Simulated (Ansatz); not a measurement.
# Convergence of a linear-scaling basis for random alloy of the monolayer 2H MoS2-WS2 line, x = 0.12 (75 atoms)

Aim: test how closely localised support functions follow the reference on random alloy of the monolayer 2H MoS2-WS2 line, x = 0.12 (75 atoms), and at what cost. A setting counts as converged where the r.m.s. difference of forces stays under 1 % of the r.m.s. force.

Method: Kohn-Sham DFT, PBE, PAW (set soft_2), plane waves, in Ansatz 0.2.0.

This is a report of a sequence of runs, with the program logs left out and the cost of each run kept.

## 1. The starting structure

The cell holds 75 atoms: 22 Mo, 50 S and 3 W. Cell: a = 15.900 Å, b = 15.900 Å, c = 18.500 Å, α = 90.0°, β = 90.0°, γ = 120.0°. It derives from MoS2 and WS2 (monolayer 2H MoS2-WS2), repeated 5×5×1. Monolayer 2H MoS2-WS2: 75 atoms, 3 of 25 Mo sites given to W at random, cell and internal coordinates interpolated linearly between the end members (Vegard's rule); not relaxed, displaced by a Gaussian of 0.02 Å. Lattice constants are starting values near those of PBE. Vacuum lies along c.

Limits known from the start: The host structure and its lattice constant were typed by rule, without a check against the phase diagram. Beside vacuum, support functions can miss their usual error bounds without a warning. Sampling is at Γ alone, for a cell whose shortest periodic width is 14 Å. No spin–orbit coupling is included, so levels derived from the heavy atoms are approximate.

## 2. Plane-wave single point

The first run uses the default basis; a harder plane-wave run follows as the reference for the support functions.

input.yaml

```yaml
crystal:
  lattice:
    - [15.9, 0.0, 0.0]
    - [-7.95, 13.7698, 0.0]
    - [0.0, 0.0, 18.5]
  atoms:
    - { symbol: Mo, position: [0.0016, 0.99911, 0.49943] }
    - { symbol: S, position: [0.13261, 0.06792, 0.58214] }
    - { symbol: S, position: [0.13498, 0.06556, 0.41572] }
    - { symbol: Mo, position: [0.00075, 0.20212, 0.49777] }
    - { symbol: S, position: [0.13265, 0.26611, 0.58585] }
    - { symbol: S, position: [0.13182, 0.26642, 0.41442] }
    - { symbol: W, position: [0.00048, 0.40085, 0.49881] }
    - { symbol: S, position: [0.13543, 0.46798, 0.58517] }
[... 63 atom lines left out ...]
    - { symbol: S, position: [0.9317, 0.66487, 0.41632] }
    - { symbol: W, position: [0.80047, 0.79937, 0.50152] }
    - { symbol: S, position: [0.93467, 0.86902, 0.58517] }
    - { symbol: S, position: [0.93537, 0.86683, 0.41405] }
kpoints:
  mp_grid: { grid: [1, 1, 1] }
hamiltonian:
  xc: pbe
scf:
  occupations: { method: fixed }
output:
  forces: true
  populations: true
  dos:
    method: { smearing: { sigma: 0.08 } }
    de: 0.1
    projected: { site_lists: { Mo: [Mo], S: [S], W: [W] } }
  eigenvalues: true
  write_density: true
  write_potential: true
  volumetric_format: npy
  elf: true
```

Run with:

```sh
ansatz run input.yaml --threads 4 --pin off --max-ram 15872MiB --backend cpu --events-out ev --progress --plain --runs-dir out
```

Elapsed: 78 s, on 4 threads of Arm Neoverse V1, shared host; peak memory 4.7 GiB.

Numbers from this run:

```
free energy                                      : -185355.6248 eV
free energy per atom                             : -2471.4083 eV/atom
SCF cycles                                       : 13
r.m.s. force component                           : 0.3806 eV/Å
longest force                                    : 1.484 eV/Å
Fermi energy                                     : -0.5583 eV
gap (highest filled to lowest empty level) : 1.939 eV
potential in mid-vacuum, over the Fermi level    : 5.925 eV
potential 4.5 Å over the upper face              : 5.926 eV
potential 4.5 Å under the lower face             : 5.925 eV
spilling of the projection                       : 0.007912
```

The r.m.s. force component of 0.38 eV/Å sets the scale for the differences below.

## 3. Plane waves at 750 eV (750 eV)

The grid of the support functions holds more waves than the default cutoff, so they are judged against a harder plane-wave run.

input.yaml, the sections that differ from step 2:

```yaml
output:
  forces: true
  eigenvalues: true
basis:
  ecutwfc: "750 eV"
# crystal, kpoints, hamiltonian, scf: as in step 2
```

It took 2 min on 4 threads; peak memory 10 GiB; 7.9 min of CPU time.

Forces differ from the reference by 0.42 meV/Å r.m.s., 0.11 % of their size, well within a tolerance of 1 %; the energy by -0.64 meV/atom. It took roughly 1.5 times the reference's time (one timing each, with unlike analyses asked), in 13 cycles against 13.

## 4. Support functions medium

The cell is solved in localised support functions. Besides, the program derives a nominal cutoff of 420 eV for this run, against the reference's 750.

This step: Kohn-Sham DFT, PBE, PAW (set soft_2), localised support functions (medium) (Ansatz 0.2.0).

input.yaml, the sections that differ from step 3:

```yaml
scf:
  occupations: { method: fixed }
  eigensolver: { kind: { support_functions: { accuracy: medium } } }
  mixing: { beta: 0.4 }
  max_iter: 150
# crystal, kpoints, hamiltonian, output: as in step 3
# basis: removed
```

Run time: 3.3 min. Hardware: 4 threads; peak memory 5.9 GiB; 13 min of CPU time.

The program notes that the band table was not solved further than the SCF left it and it switched symmetry off.

Keys that differ from the reference: basis.ecutwfc removed, support_functions.accuracy = "medium", scf.max_iter = 150 and scf.mixing.beta = 0.4.

Forces differ from the reference by 0.13 meV/Å r.m.s., 0.034 % of their size, well within a tolerance of 1 %; the energy by +0.11 meV/atom. It took 1.7 times the reference's time (shared host, so rough).

## 5. Support functions low

With localised support functions most steps grow linearly with size, though the diagonalisation grows faster unless the density matrix is cut; this run measures error and cost at this size. Besides, the program derives a nominal cutoff of 420 eV for this run, against the reference's 750.

This step: Kohn-Sham DFT, PBE, PAW (set soft_2), localised support functions (low) (Ansatz 0.2.0).

input.yaml, the sections that differ from step 4:

```yaml
scf:
  occupations: { method: fixed }
  eigensolver: { kind: { support_functions: { accuracy: low } } }
  mixing: { beta: 0.4 }
  max_iter: 150
# crystal, kpoints, hamiltonian, output: as in step 4
```

Wall time 2.9 min (4 threads); peak memory 5.7 GiB; 11 min of CPU time.

Keys that differ from the reference: basis.ecutwfc removed, support_functions.accuracy = "low", scf.max_iter = 150 and scf.mixing.beta = 0.4.

Forces differ from the reference by 0.23 meV/Å r.m.s., 0.059 % of their size, well within a tolerance of 1 %; the energy by +0.10 meV/atom. It took 1.4 times the reference's time (shared host, so rough).

## 6. Support functions high

This step: Kohn-Sham DFT, PBE, PAW (set soft_2), localised support functions (high) (Ansatz 0.2.0).

input.yaml, the sections that differ from step 5:

```yaml
scf:
  occupations: { method: fixed }
  eigensolver: { kind: { support_functions: { accuracy: high } } }
  mixing: { beta: 0.4 }
  max_iter: 150
# crystal, kpoints, hamiltonian, output: as in step 5
```

The job ended after 10 min (4 threads; peak memory 9.7 GiB).

Keys that differ from the reference: basis.ecutwfc removed, support_functions.accuracy = "high", scf.max_iter = 150 and scf.mixing.beta = 0.4.

Forces differ from the reference by 0.036 meV/Å r.m.s., 0.0094 % of their size, well within a tolerance of 1 %; the energy by +0.077 meV/atom. It took 5.1 times the reference's time (shared host, so rough).

## 7. Support functions medium, radius 4.07 Å

The radius confines each support function; a larger one gives more freedom and more work per atom. Besides, the program derives a nominal cutoff of 420 eV for this run, against the reference's 750.

This step: Kohn-Sham DFT, PBE, PAW (set soft_2), localised support functions (medium) (Ansatz 0.2.0).

input.yaml, the sections that differ from step 6:

```yaml
scf:
  occupations: { method: fixed }
  eigensolver: { kind: { support_functions: { accuracy: medium, radius: 4.07 } } }
  mixing: { beta: 0.4 }
  max_iter: 150
# crystal, kpoints, hamiltonian, output: as in step 6
```

Wall time 3.3 min (4 threads); peak memory 5.8 GiB.

Keys that differ from the reference: basis.ecutwfc removed, support_functions.accuracy = "medium", support_functions.radius = 4.07, scf.max_iter = 150 and scf.mixing.beta = 0.4.

Forces differ from the reference by 0.14 meV/Å r.m.s., 0.037 % of their size, well within a tolerance of 1 %; the energy by +0.11 meV/atom. It took 1.6 times the reference's time (shared host, so rough).

## 8. Support functions medium, radius 4.4 Å

input.yaml, the sections that differ from step 7:

```yaml
scf:
  occupations: { method: fixed }
  eigensolver: { kind: { support_functions: { accuracy: medium, radius: 4.4 } } }
  mixing: { beta: 0.4 }
  max_iter: 150
# crystal, kpoints, hamiltonian, output: as in step 7
```

It took 3.7 min on 4 threads; peak memory 6.1 GiB.

Keys that differ from the reference: basis.ecutwfc removed, support_functions.accuracy = "medium", support_functions.radius = 4.4, scf.max_iter = 150 and scf.mixing.beta = 0.4.

Forces differ from the reference by 0.12 meV/Å r.m.s., 0.031 % of their size, well within a tolerance of 1 %; the energy by +0.10 meV/atom. It took 1.8 times the reference's time (shared host, so rough).

## 9. Support functions medium, radius 4.7 Å

input.yaml, the sections that differ from step 8:

```yaml
scf:
  occupations: { method: fixed }
  eigensolver: { kind: { support_functions: { accuracy: medium, radius: 4.7 } } }
  mixing: { beta: 0.4 }
  max_iter: 150
# crystal, kpoints, hamiltonian, output: as in step 8
```

Run time: 4.4 min. Hardware: 4 threads; peak memory 6.4 GiB; 17 min of CPU time.

Keys that differ from the reference: basis.ecutwfc removed, support_functions.accuracy = "medium", support_functions.radius = 4.7, scf.max_iter = 150 and scf.mixing.beta = 0.4.

Forces differ from the reference by 0.10 meV/Å r.m.s., 0.027 % of their size, well within a tolerance of 1 %; the energy by +0.10 meV/atom. It took 2.2 times the reference's time (shared host, so rough).

## 10. Support functions medium, radius 5.03 Å

input.yaml, the sections that differ from step 9:

```yaml
scf:
  occupations: { method: fixed }
  eigensolver: { kind: { support_functions: { accuracy: medium, radius: 5.03 } } }
  mixing: { beta: 0.4 }
  max_iter: 150
# crystal, kpoints, hamiltonian, output: as in step 9
```

It took 5 min on 4 threads; peak memory 6.9 GiB; 20 min of CPU time.

Keys that differ from the reference: basis.ecutwfc removed, support_functions.accuracy = "medium", support_functions.radius = 5.03, scf.max_iter = 150 and scf.mixing.beta = 0.4.

Forces differ from the reference by 0.13 meV/Å r.m.s., 0.035 % of their size, well within a tolerance of 1 %; the energy by +0.10 meV/atom. It took 2.5 times the reference's time (shared host, so rough).

## 11. Support functions medium, radius 5.66 Å

input.yaml, the sections that differ from step 10:

```yaml
scf:
  occupations: { method: fixed }
  eigensolver: { kind: { support_functions: { accuracy: medium, radius: 5.66 } } }
  mixing: { beta: 0.4 }
  max_iter: 150
# crystal, kpoints, hamiltonian, output: as in step 10
```

Elapsed: 7.2 min, on 4 threads; peak memory 8.1 GiB.

Keys that differ from the reference: basis.ecutwfc removed, support_functions.accuracy = "medium", support_functions.radius = 5.66, scf.max_iter = 150 and scf.mixing.beta = 0.4.

Forces differ from the reference by 0.14 meV/Å r.m.s., 0.038 % of their size, well within a tolerance of 1 %; the energy by +0.10 meV/atom. It took 3.6 times the reference's time (shared host, so rough).

## 12. Support functions medium, radius 6.29 Å

input.yaml, the sections that differ from step 11:

```yaml
scf:
  occupations: { method: fixed }
  eigensolver: { kind: { support_functions: { accuracy: medium, radius: 6.29 } } }
  mixing: { beta: 0.4 }
  max_iter: 150
# crystal, kpoints, hamiltonian, output: as in step 11
```

The job ended after 10 min (4 threads; peak memory 9.6 GiB; 40 min of CPU time).

Keys that differ from the reference: basis.ecutwfc removed, support_functions.accuracy = "medium", support_functions.radius = 6.29, scf.max_iter = 150 and scf.mixing.beta = 0.4.

Forces differ from the reference by 0.15 meV/Å r.m.s., 0.039 % of their size, well within a tolerance of 1 %; the energy by +0.10 meV/atom. It took 5.0 times the reference's time (shared host, so rough).

## 13. The ladder side by side

Differences are against the plane-wave reference (Kohn-Sham DFT, PBE, PAW (set soft_2), plane waves), whose r.m.s. force component is 0.381 eV/Å. Energies are set beside the reference only for runs with its functional, potentials and electron count. Times are for 4 threads of Arm Neoverse V1, shared host. The reference's time includes the DOS, ELF and grids, which some other runs skip.

| run | Δ force, r.m.s. (meV/Å) | share of r.m.s. force (%) | Δ energy (meV/atom) | Δ gap (eV) | cycles | time | host memory (GiB) |
| --- | --- | --- | --- | --- | --- | --- | --- |
| reference | - | - | - | - | 13 | 78 s | 4.7 |
| plane waves at 750 eV (750 eV) | 0.425 | 0.112 | -0.643 | 0 | 13 | 2 min | 10 |

## 14. What each setting buys

Differences are against the run with plane waves at 750 eV (Kohn-Sham DFT, PBE, PAW (set soft_2), plane waves), whose r.m.s. force component is 0.381 eV/Å. Energies are set beside the reference only for runs with its functional, potentials and electron count. Times are for 4 threads of Arm Neoverse V1, shared host.

| run | Δ force, r.m.s. (meV/Å) | share of r.m.s. force (%) | Δ energy (meV/atom) | Δ gap (eV) | cycles | time | host memory (GiB) |
| --- | --- | --- | --- | --- | --- | --- | --- |
| reference | - | - | - | - | 13 | 2 min | 10 |
| support functions medium | 0.131 | 0.0344 | 0.106 | -1.0e-4 | 15 | 3.3 min | 5.9 |
| support functions low | 0.226 | 0.0593 | 0.105 | -1.0e-4 | 13 | 2.9 min | 5.7 |
| support functions high | 0.036 | 0.0094 | 0.0767 | 0 | 20 | 10 min | 9.7 |
| support functions medium, radius 4.07 Å | 0.14 | 0.0367 | 0.108 | -1.0e-4 | 15 | 3.3 min | 5.8 |
| support functions medium, radius 4.4 Å | 0.117 | 0.0308 | 0.103 | -1.0e-4 | 15 | 3.7 min | 6.1 |
| support functions medium, radius 4.7 Å | 0.101 | 0.0266 | 0.104 | -1.0e-4 | 15 | 4.4 min | 6.4 |
| support functions medium, radius 5.03 Å | 0.132 | 0.0347 | 0.101 | -1.0e-4 | 15 | 5 min | 6.9 |
| support functions medium, radius 5.66 Å | 0.145 | 0.038 | 0.101 | -1.0e-4 | 15 | 7.2 min | 8.1 |
| support functions medium, radius 6.29 Å | 0.149 | 0.0393 | 0.101 | -1.0e-4 | 15 | 10 min | 9.6 |

(Continued in part 2 of 2.)

[Long decimals in the printed logs are rounded to 6 places.]

[Logs are printed without paths, hosts, clocks, repeated set-up lines and the standing remarks that a program may print on its own settings, such as how far it seeks lower states.]

[Hosts, paths, dates, database ids (printed as entryN), source tags and the programs' standing remarks are cut or masked in the printed files.]
